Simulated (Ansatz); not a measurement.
# Te on Ta(100): change of the work function, part 2 of 5

Wanted: Δφ(θ) for Te/Ta(100), starting from the hollow site.

Ansatz 0.2.0; plane-wave DFT, RPBE, Ansatz PAW (the session's first sound run).

So far, work function, upper face (eV): step 2 (the clean slab) 3.65.

### 3. The covered slab, k-mesh 3×3×1, coverage 0.111 ML

System of this step: Te/Ta(100). The cell holds 46 atoms: 45 Ta and 1 Te. Its edges and angles: a = 9.930 Å, b = 9.930 Å, c = 26.758 Å, α = 90.0°, β = 90.0°, γ = 90.0°. Vacuum lies along c.

The clean slab as it ended is repeated in the plane and the adsorbate is set on one face; the cell's size fixes the coverage, and the k-mesh shrinks with it to keep the sampling density about even. Adsorbate and upper layers relax, since the dipole depends on the height.

Contents of input.yaml:

```yaml
crystal:
  lattice:
    - [9.93, 0.0, 0.0]
    - [0.0, 9.93, 0.0]
    - [0.0, 0.0, 26.7582090927]
  atoms:
    - { symbol: Ta, position: [0.0, 0.0, 0.3363453798] }
    - { symbol: Ta, position: [0.1666666667, 0.1666666667, 0.398195558] }
    - { symbol: Ta, position: [0.0, 0.0, 0.4614032485] }
    - { symbol: Ta, position: [0.1666666667, 0.1666666667, 0.5252729706] }
    - { symbol: Ta, position: [0.0, 0.0, 0.5802503262] }
    - { symbol: Ta, position: [0.0, 0.3333333333, 0.3363453798] }
    - { symbol: Ta, position: [0.1666666667, 0.5, 0.398195558] }
    - { symbol: Ta, position: [0.0, 0.3333333333, 0.4614032485] }
    - { symbol: Ta, position: [0.1666666667, 0.5, 0.5252729706] }
    - { symbol: Ta, position: [0.0, 0.3333333333, 0.5802503262] }
    - { symbol: Ta, position: [0.0, 0.6666666667, 0.3363453798] }
    - { symbol: Ta, position: [0.1666666667, 0.8333333333, 0.398195558] }
    - { symbol: Ta, position: [0.0, 0.6666666667, 0.4614032485] }
    - { symbol: Ta, position: [0.1666666667, 0.8333333333, 0.5252729706] }
    - { symbol: Ta, position: [0.0, 0.6666666667, 0.5802503262] }
    - { symbol: Ta, position: [0.3333333333, 0.0, 0.3363453798] }
    - { symbol: Ta, position: [0.5, 0.1666666667, 0.398195558] }
    - { symbol: Ta, position: [0.3333333333, 0.0, 0.4614032485] }
    - { symbol: Ta, position: [0.5, 0.1666666667, 0.5252729706] }
    - { symbol: Ta, position: [0.3333333333, 0.0, 0.5802503262] }
    - { symbol: Ta, position: [0.3333333333, 0.3333333333, 0.3363453798] }
    - { symbol: Ta, position: [0.5, 0.5, 0.398195558] }
    - { symbol: Ta, position: [0.3333333333, 0.3333333333, 0.4614032485] }
    - { symbol: Ta, position: [0.5, 0.5, 0.5252729706] }
    - { symbol: Ta, position: [0.3333333333, 0.3333333333, 0.5802503262] }
    - { symbol: Ta, position: [0.3333333333, 0.6666666667, 0.3363453798] }
    - { symbol: Ta, position: [0.5, 0.8333333333, 0.398195558] }
    - { symbol: Ta, position: [0.3333333333, 0.6666666667, 0.4614032485] }
    - { symbol: Ta, position: [0.5, 0.8333333333, 0.5252729706] }
    - { symbol: Ta, position: [0.3333333333, 0.6666666667, 0.5802503262] }
    - { symbol: Ta, position: [0.6666666667, 0.0, 0.3363453798] }
    - { symbol: Ta, position: [0.8333333333, 0.1666666667, 0.398195558] }
    - { symbol: Ta, position: [0.6666666667, 0.0, 0.4614032485] }
    - { symbol: Ta, position: [0.8333333333, 0.1666666667, 0.5252729706] }
    - { symbol: Ta, position: [0.6666666667, 0.0, 0.5802503262] }
    - { symbol: Ta, position: [0.6666666667, 0.3333333333, 0.3363453798] }
    - { symbol: Ta, position: [0.8333333333, 0.5, 0.398195558] }
    - { symbol: Ta, position: [0.6666666667, 0.3333333333, 0.4614032485] }
    - { symbol: Ta, position: [0.8333333333, 0.5, 0.5252729706] }
    - { symbol: Ta, position: [0.6666666667, 0.3333333333, 0.5802503262] }
    - { symbol: Ta, position: [0.6666666667, 0.6666666667, 0.3363453798] }
    - { symbol: Ta, position: [0.8333333333, 0.8333333333, 0.398195558] }
    - { symbol: Ta, position: [0.6666666667, 0.6666666667, 0.4614032485] }
    - { symbol: Ta, position: [0.8333333333, 0.8333333333, 0.5252729706] }
    - { symbol: Ta, position: [0.6666666667, 0.6666666667, 0.5802503262] }
    - { symbol: Te, position: [0.1666666667, 0.1666666667, 0.6636546202] }
kpoints:
  mp_grid: { grid: [3, 3, 1] }
hamiltonian:
  xc: rpbe
scf:
  occupations: { method: fermi_dirac, width: 0.1 }
  convergence: { dr2_threshold: 1.0e-08 }
efield:
  axis: 3
  dipole_correction: true
  ramp_position: 0.97
  ramp_width: 0.06
relax:
  f_tol: 0.02
  max_steps: 60
  constraints:
    - { sites: [0, 1, 5, 6, 10, 11, 15, 16, 20, 21, 25, 26, 30, 31, 35, 36, 40, 41] }
output:
  bader: true
  write_potential: true
  write_density: true
  volumetric_format: npy
```

The run is started by

```
ansatz run input.yaml --threads 4 --pin off --max-ram 12288MiB --backend cpu --events-out ev --progress --plain --runs-dir out
```

Numbers of over 12 decimals in the logs are rounded to 6 here.

Log:

```text
[...]
Crystal: 46 atoms, lattice volume = 2638.491 Å³
Basis set: ecut = 420 eV, 51629 PW (Γ), exchange–correlation on 144×144×360 points (8 copies of the dense FFT grid, shifted against one another)
Bands: 361, of which v1, the nominal top of the filled ones, is band 301 counted from 1 (300 counted from 0)
Symmetry: 8 space group operations
[...]
k-points: 3 of 9
[...]
SCF iter   1: F=—  HF=-454478.933909 eV  |F-HF|=—  |Δ(HF+E_count)|=         —  Δρ=7.69e-3  dr2=2.27e1  ethr=1.77e-3  p=-0.153 e·Å  D=-1.05e-2 V/Å  ΔV_dip=0.28 eV  dr2_dipole=3.99e-1  V_vac-E_F(+/−)=4.23/3.95 eV  ⟨swp⟩=11.7  Hψ=5381  notcnv=0
[...]
SCF iter  11: F=-454477.997624 eV  HF=-454477.997624 eV  |F-HF|=3.43e-9  |Δ(HF+E_count)|=   5.07e-8  Δρ=1.74e-7  dr2=2.60e-9  ethr=1.66e-12  p=-0.061 e·Å  D=-4.17e-3 V/Å  ΔV_dip=0.11 eV  dr2_dipole=4.86e-10  V_vac-E_F(+/−)=3.95/3.84 eV  ⟨swp⟩=11.0  Hψ=7118  notcnv=0
SCF 1 converged in 11 iterations: F = -454477.997624 eV  dr2 = 2.60e-9
[...]
relax step   1: F+E_penalty+E_count = -454477.99762378 eV  Δ(F+E_penalty+E_count) = +0.000e0 eV  max|allowed force component| = 1.751e0 eV/Å  Δτ_max = 0.0000 Å  (11 SCF iters, accepted)
[...]
iter 1 solved again at ethr=1.51e-4 eV; its pass at ethr=3.10e-3 eV (dr2=9.05e-1 eV) is discarded
[...]
SCF iter   9: F=-454478.355811 eV  HF=-454478.355811 eV  |F-HF|=2.50e-8  |Δ(HF+E_count)|=   1.15e-7  Δρ=3.60e-7  dr2=7.16e-9  ethr=1.66e-12  p=0.017 e·Å  D=1.13e-3 V/Å  ΔV_dip=-0.03 eV  dr2_dipole=1.65e-12  V_vac-E_F(+/−)=3.81/3.84 eV  ⟨swp⟩=9.3  Hψ=8442  notcnv=0
SCF 2 converged in 9 iterations: F = -454478.355811 eV  dr2 = 7.16e-9
[...]
relax step   2: F+E_penalty+E_count = -454478.35581068 eV  Δ(F+E_penalty+E_count) = -3.582e-1 eV  max|allowed force component| = 7.505e-1 eV/Å  Δτ_max = 0.1987 Å  (9 SCF iters, accepted)
SCF iter   1: F=—  HF=-454478.522263 eV  |F-HF|=—  |Δ(HF+E_count)|=         —  Δρ=1.74e-3  dr2=1.94e-1  ethr=7.35e-4  p=0.017 e·Å  D=1.13e-3 V/Å  ΔV_dip=-0.03 eV  dr2_dipole=1.29e-3  V_vac-E_F(+/−)=3.81/3.84 eV  ⟨swp⟩=4.7  Hψ=2522  notcnv=0
[...]
SCF iter   9: F=-454478.495430 eV  HF=-454478.495430 eV  |F-HF|=9.20e-9  |Δ(HF+E_count)|=   4.30e-8  Δρ=2.86e-7  dr2=5.54e-9  ethr=1.66e-12  p=0.078 e·Å  D=5.35e-3 V/Å  ΔV_dip=-0.14 eV  dr2_dipole=1.41e-12  V_vac-E_F(+/−)=3.69/3.84 eV  ⟨swp⟩=11.0  Hψ=7805  notcnv=0
SCF 3 converged in 9 iterations: F = -454478.495430 eV  dr2 = 5.54e-9
relax step   3: F+E_penalty+E_count = -454478.49542991 eV  Δ(F+E_penalty+E_count) = -1.396e-1 eV  max|allowed force component| = 2.435e-1 eV/Å  Δτ_max = 0.1982 Å  (9 SCF iters, accepted)
[...]
relax step   4: F+E_penalty+E_count = -454478.55996699 eV  Δ(F+E_penalty+E_count) = -6.454e-2 eV  max|allowed force component| = 7.112e-1 eV/Å  Δτ_max = 0.1919 Å  (9 SCF iters, accepted)
[...]
relax step   5: F+E_penalty+E_count = -454478.59017925 eV  Δ(F+E_penalty+E_count) = -3.021e-2 eV  max|allowed force component| = 6.616e-2 eV/Å  Δτ_max = 0.0705 Å  (8 SCF iters, accepted)
[...]
relax step   6: F+E_penalty+E_count = -454478.52601404 eV  Δ(F+E_penalty+E_count) = +6.417e-2 eV  max|allowed force component| = 2.940e-1 eV/Å  Δτ_max = 0.0923 Å  (10 SCF iters, rejected (line search))
[...]
relax step   7: F+E_penalty+E_count = -454478.59538510 eV  Δ(F+E_penalty+E_count) = -5.206e-3 eV  max|allowed force component| = 2.863e-2 eV/Å  Δτ_max = 0.0244 Å  (10 SCF iters, accepted)
SCF iter   1: F=—  HF=-454478.594900 eV  |F-HF|=—  |Δ(HF+E_count)|=         —  Δρ=1.30e-4  dr2=1.19e-3  ethr=5.34e-6  p=0.081 e·Å  D=5.55e-3 V/Å  ΔV_dip=-0.15 eV  dr2_dipole=1.03e-6  V_vac-E_F(+/−)=3.69/3.84 eV  ⟨swp⟩=2.3  Hψ=1551  notcnv=0
[...]
SCF iter   7: F=-454478.595653 eV  HF=-454478.595653 eV  |F-HF|=5.01e-9  |Δ(HF+E_count)|=   1.93e-8  Δρ=1.84e-7  dr2=1.94e-9  ethr=1.66e-12  p=0.082 e·Å  D=5.62e-3 V/Å  ΔV_dip=-0.15 eV  dr2_dipole=1.40e-10  V_vac-E_F(+/−)=3.69/3.84 eV  ⟨swp⟩=10.0  Hψ=7598  notcnv=0
SCF 8 converged in 7 iterations: F = -454478.595653 eV  dr2 = 1.94e-9
relax step   8: F+E_penalty+E_count = -454478.59565347 eV  Δ(F+E_penalty+E_count) = -2.684e-4 eV  max|allowed force component| = 3.760e-3 eV/Å  Δτ_max = 0.0029 Å  (7 SCF iters, accepted)
NSCF: frozen V_eff on 3 k-points
[...]
SCF converged after 7 iterations
Free energy (F): -454478.595653 eV
[...]
Internal energy: -454477.108991 eV  (E = F + TS)
E sigma→0 (E₀):  -454477.852322 eV
Entropy (-TS):   -1.486662 eV (-32.319 meV/atom)
Fermi energy:    3.559585 eV
Dipole field:    D = 0.005620 V/Å  (p = 0.081950 e·Å, saw-weighted, corrected)
Work function:   Φ+ = 3.6857 eV   Φ− = 3.8360 eV
[...]
--- Forces (eV/Å), atoms counted from 1 ---
  atom   1  Ta    -0.02978534    -0.02978534     1.16526244
  atom   2  Ta    -0.00000000     0.00000000    -1.02813773
  atom   3  Ta    -0.00078128    -0.00078128    -0.00043185
  atom   4  Ta    -0.00000000     0.00000000    -0.00375987
  atom   5  Ta    -0.00012564    -0.00012564     0.00109077
  atom   6  Ta    -0.02978534     0.02978534     1.16526244
  atom   7  Ta    -0.00000000    -0.06261907    -1.14011182
  atom   8  Ta    -0.00078128     0.00078128    -0.00043185
  atom   9  Ta     0.00000000    -0.00264081    -0.00000862
  atom  10  Ta    -0.00012564     0.00012564     0.00109077
  atom  11  Ta    -0.01511873     0.00000000     1.16130526
  atom  12  Ta    -0.00000000     0.06261907    -1.14011182
  atom  13  Ta     0.00006619     0.00000000     0.00096754
  atom  14  Ta     0.00000000     0.00264081    -0.00000862
  atom  15  Ta    -0.00123654     0.00000000    -0.00085619
  atom  16  Ta     0.02978534    -0.02978534     1.16526244
  atom  17  Ta    -0.06261907     0.00000000    -1.14011182
  atom  18  Ta     0.00078128    -0.00078128    -0.00043185
  atom  19  Ta    -0.00264081     0.00000000    -0.00000862
  atom  20  Ta     0.00012564    -0.00012564     0.00109077
  atom  21  Ta     0.02978534     0.02978534     1.16526244
  atom  22  Ta    -0.07325553    -0.07325553    -1.21242130
  atom  23  Ta     0.00078128     0.00078128    -0.00043185
  atom  24  Ta    -0.00091398    -0.00091398     0.00079811
  atom  25  Ta     0.00012564     0.00012564     0.00109077
  atom  26  Ta     0.01511873     0.00000000     1.16130526
  atom  27  Ta    -0.07325553     0.07325553    -1.21242130
  atom  28  Ta    -0.00006619     0.00000000     0.00096754
  atom  29  Ta    -0.00091398     0.00091398     0.00079811
  atom  30  Ta     0.00123654     0.00000000    -0.00085619
  atom  31  Ta     0.00000000    -0.01511873     1.16130526
  atom  32  Ta     0.06261907     0.00000000    -1.14011182
  atom  33  Ta     0.00000000     0.00006619     0.00096754
  atom  34  Ta     0.00264081     0.00000000    -0.00000862
  atom  35  Ta     0.00000000    -0.00123654    -0.00085619
  atom  36  Ta     0.00000000     0.01511873     1.16130526
  atom  37  Ta     0.07325553    -0.07325553    -1.21242130
  atom  38  Ta    -0.00000000    -0.00006619     0.00096754
  atom  39  Ta     0.00091398    -0.00091398     0.00079811
  atom  40  Ta    -0.00000000     0.00123654    -0.00085619
  atom  41  Ta     0.00000000     0.00000000     1.13205848
  atom  42  Ta     0.07325553     0.07325553    -1.21242130
  atom  43  Ta    -0.00000000    -0.00000000    -0.00017465
  atom  44  Ta     0.00091398     0.00091398     0.00079811
  atom  45  Ta    -0.00000000     0.00000000    -0.00014342
  atom  46  Te    -0.00000000     0.00000000    -0.00223783
  max |Σ_I F_I| component: 1.76e-5 eV/Å
--- Band table (eV) ---
  k-point 0: bands = [... 297 lower, 3.4760, 3.4990, 3.5224, 3.5224, 3.5431, 3.6075, 3.6346, 3.6346, ... 56 higher]
  k-point 1: bands = [... 297 lower, 3.2763, 3.3267, 3.3400, 3.5613, 3.6201, 3.7172, 3.7344, 3.7469, ... 56 higher]
  k-point 2: bands = [... 297 lower, 3.4784, 3.5118, 3.5277, 3.5542, 3.6387, 3.7071, 3.7134, 3.7932, ... 56 higher]
--- Relaxed structure (8 steps of the walk, 7 accepted, 0 SCFs on fresh bases) ---
  F+E_penalty+E_count = -454478.59565347 eV   max|allowed force component| = 3.760e-3 eV/Å
  atoms:
    - { symbol: Ta, position: [1.666665959832375e-11, 1.666665959832375e-11, 0.336345] }
    - { symbol: Ta, position: [0.166667, 0.166667, 0.398196] }
    - { symbol: Ta, position: [0.00110859, 0.00110859, 0.461818] }
    - { symbol: Ta, position: [0.166667, 0.166667, 0.526692] }
    - { symbol: Ta, position: [-0.00695649, -0.00695649, 0.582054] }
    - { symbol: Ta, position: [1.666665959832375e-11, 0.333333, 0.336345] }
    - { symbol: Ta, position: [0.166667, 0.500000, 0.398196] }
    - { symbol: Ta, position: [0.00110859, 0.332225, 0.461818] }
    - { symbol: Ta, position: [0.166667, 0.499967, 0.525872] }
    - { symbol: Ta, position: [-0.00695649, 0.340290, 0.582054] }
    - { symbol: Ta, position: [1.666665959832375e-11, 0.666667, 0.336345] }
    - { symbol: Ta, position: [0.166667, 0.833333, 0.398196] }
    - { symbol: Ta, position: [0.000756234, 0.666667, 0.461161] }
    - { symbol: Ta, position: [0.166667, 0.833366, 0.525872] }
    - { symbol: Ta, position: [-0.00229719, 0.666667, 0.580064] }
    - { symbol: Ta, position: [0.333333, 1.666665959832375e-11, 0.336345] }
    - { symbol: Ta, position: [0.500000, 0.166667, 0.398196] }
    - { symbol: Ta, position: [0.332225, 0.00110859, 0.461818] }
    - { symbol: Ta, position: [0.499967, 0.166667, 0.525872] }
    - { symbol: Ta, position: [0.340290, -0.00695649, 0.582054] }
    - { symbol: Ta, position: [0.333333, 0.333333, 0.336345] }
    - { symbol: Ta, position: [0.500000, 0.500000, 0.398196] }
    - { symbol: Ta, position: [0.332225, 0.332225, 0.461818] }
    - { symbol: Ta, position: [0.501042, 0.501042, 0.523966] }
    - { symbol: Ta, position: [0.340290, 0.340290, 0.582054] }
    - { symbol: Ta, position: [0.333333, 0.666667, 0.336345] }
    - { symbol: Ta, position: [0.500000, 0.833333, 0.398196] }
    - { symbol: Ta, position: [0.332577, 0.666667, 0.461161] }
    - { symbol: Ta, position: [0.501042, 0.832291, 0.523966] }
    - { symbol: Ta, position: [0.335631, 0.666667, 0.580064] }
    - { symbol: Ta, position: [0.666667, 1.666665959832375e-11, 0.336345] }
    - { symbol: Ta, position: [0.833333, 0.166667, 0.398196] }
    - { symbol: Ta, position: [0.666667, 0.000756234, 0.461161] }
    - { symbol: Ta, position: [0.833366, 0.166667, 0.525872] }
    - { symbol: Ta, position: [0.666667, -0.00229719, 0.580064] }
    - { symbol: Ta, position: [0.666667, 0.333333, 0.336345] }
    - { symbol: Ta, position: [0.833333, 0.500000, 0.398196] }
    - { symbol: Ta, position: [0.666667, 0.332577, 0.461161] }
    - { symbol: Ta, position: [0.832291, 0.501042, 0.523966] }
    - { symbol: Ta, position: [0.666667, 0.335631, 0.580064] }
    - { symbol: Ta, position: [0.666667, 0.666667, 0.336345] }
    - { symbol: Ta, position: [0.833333, 0.833333, 0.398196] }
    - { symbol: Ta, position: [0.666667, 0.666667, 0.460878] }
    - { symbol: Ta, position: [0.832291, 0.832291, 0.523966] }
    - { symbol: Ta, position: [0.666667, 0.666667, 0.579462] }
    - { symbol: Te, position: [0.166667, 0.166667, 0.643408] }
--- Bader charges: 46 sites ---
  site symbol  charge [e]  shift [e]
     0     Ta     -0.1366     0.0000
     1     Ta      0.0714     0.0000
     2     Ta      0.1604     0.0000
     3     Ta      0.2221     0.0000
     4     Ta      0.0575     0.0000
     5     Ta     -0.1366     0.0000
     6     Ta      0.0640     0.0000
     7     Ta      0.1604     0.0000
     8     Ta      0.0522     0.0000
     9     Ta      0.0575     0.0000
    10     Ta     -0.1380     0.0000
    11     Ta      0.0640     0.0000
    12     Ta      0.1468     0.0000
    13     Ta      0.0523     0.0000
    14     Ta     -0.1137     0.0000
    15     Ta     -0.1366     0.0000
    16     Ta      0.0641     0.0000
    17     Ta      0.1604     0.0000
    18     Ta      0.0523     0.0000
    19     Ta      0.0575     0.0000
    20     Ta     -0.1366     0.0000
    21     Ta      0.0737     0.0000
    22     Ta      0.1604     0.0000
    23     Ta      0.0116     0.0000
    24     Ta      0.0575     0.0000
    25     Ta     -0.1380     0.0000
    26     Ta      0.0736     0.0000
    27     Ta      0.1469     0.0000
    28     Ta      0.0117     0.0000
    29     Ta     -0.1138     0.0000
    30     Ta     -0.1380     0.0000
    31     Ta      0.0640     0.0000
    32     Ta      0.1468     0.0000
    33     Ta      0.0523     0.0000
    34     Ta     -0.1138     0.0000
    35     Ta     -0.1380     0.0000
    36     Ta      0.0736     0.0000
    37     Ta      0.1468     0.0000
    38     Ta      0.0116     0.0000
    39     Ta     -0.1138     0.0000
    40     Ta     -0.1479     0.0000
    41     Ta      0.0736     0.0000
    42     Ta      0.1586     0.0000
    43     Ta      0.0117     0.0000
    44     Ta     -0.1203     0.0000
    45     Te     -0.8962     0.0001
  estimated error of the sums over rays = 9.3e-4 e
```

The job ended after 19 min (4 threads of Arm Neoverse V2, shared host; peak memory 8.7 GiB; 74 min of CPU time).

Relaxation path:

| step | energy less that of the first step (eV) | largest force component (eV/Å) |
| --- | --- | --- |
| 1 | 0.0000 | 1.7507 |
| 2 | -0.3582 | 0.7505 |
| 3 | -0.4978 | 0.2435 |
| 4 | -0.5623 | 0.7112 |
| 5 | -0.5926 | 0.0662 |
| 6 | -0.5284 | 0.2940 |
| 7 | -0.5978 | 0.0286 |
| 8 | -0.5980 | 0.0038 |

Relaxation step 6 was tried and not accepted.

Forces are held to the 8 operations that the run works with; a distortion that breaks them can't arise in this run.

The atoms that moved most (Å):

| atom | dx | dy | dz | length |
| --- | --- | --- | --- | --- |
| Te46 | 0.000 | 0.000 | -0.542 | 0.542 |
| Ta5 | -0.069 | -0.069 | 0.048 | 0.109 |
| Ta20 | 0.069 | -0.069 | 0.048 | 0.109 |
| Ta10 | -0.069 | 0.069 | 0.048 | 0.109 |
| Ta25 | 0.069 | 0.069 | 0.048 | 0.109 |
| Ta4 | 0.000 | 0.000 | 0.038 | 0.038 |
| Ta24 | 0.010 | 0.010 | -0.035 | 0.038 |
| Ta29 | 0.010 | -0.010 | -0.035 | 0.038 |

Numbers from this step:

| Item | Value |
| --- | --- |
| energy at zero smearing | -454477.8523 eV |
| work function, upper face | 3.686 eV |
| work function, lower face | 3.836 eV |
| dipole along the normal | 0.08195 e·Å |
| step between the vacuum levels | -0.1504 eV |

Running mean over 1.655 Å of the planar mean; the ramp of the sawtooth is left out. The electron's electrostatic potential energy less the Fermi level by z:

| z (Å) | electron's electrostatic potential energy less the Fermi level (eV) |
| --- | --- |
| 3.5 | 3.84 |
| 4.0 | 3.83 |
| 4.5 | 3.83 |
| 5.0 | 3.82 |
| 5.5 | 3.79 |
| 6.0 | 3.70 |
| 6.5 | 3.48 |
| 7.0 | 2.85 |
| 7.5 | 1.08 |
| 8.0 | -2.73 |
| 8.5 | -7.34 |
| 9.0 | -9.86 |
| 9.5 | -10.3 |
| 10.0 | -10.2 |
| 10.5 | -10.1 |
| 11.0 | -9.98 |
| 11.5 | -9.88 |
| 12.0 | -9.96 |
| 12.5 | -9.96 |
| 13.0 | -9.76 |
| 13.5 | -9.84 |
| 14.0 | -10.5 |
| 14.5 | -11.4 |
| 15.0 | -11.7 |
| 15.5 | -10.6 |
| 16.0 | -7.98 |
| 16.5 | -3.50 |
| 17.0 | 0.265 |
| 17.5 | 2.10 |
| 18.0 | 2.87 |
| 18.5 | 3.25 |
| 19.0 | 3.54 |
| 19.5 | 3.65 |
| 20.0 | 3.67 |
| 20.5 | 3.68 |
| 21.0 | 3.68 |
| 21.5 | 3.69 |
| 22.0 | 3.69 |
| 22.5 | 3.69 |
| 23.0 | 3.69 |
| 23.5 | 3.69 |

The relaxation took 8 steps and lowered the energy by 0.60 eV; the largest force on the free atoms ends at 0.0038 eV/Å.

The covered face has 3.69 eV, +0.04 eV against the clean one; the bare back face has moved by -0.00 eV, a measure of how thin the slab is.

[end of part 2 of 5]

[Logs are printed without paths, hosts, clocks, repeated set-up lines and the standing remarks that a program may print on its own settings, such as how far it seeks lower states.]

[Hosts, paths, dates, database ids (printed as entryN), source tags and the programs' standing remarks are cut or masked in the printed files.]

[Maps of the electrostatic potential energy from Ansatz leave out the sawtooth potential of an applied field or a dipole correction, so their vacuum need not be flat; planar profiles and work functions include it.]
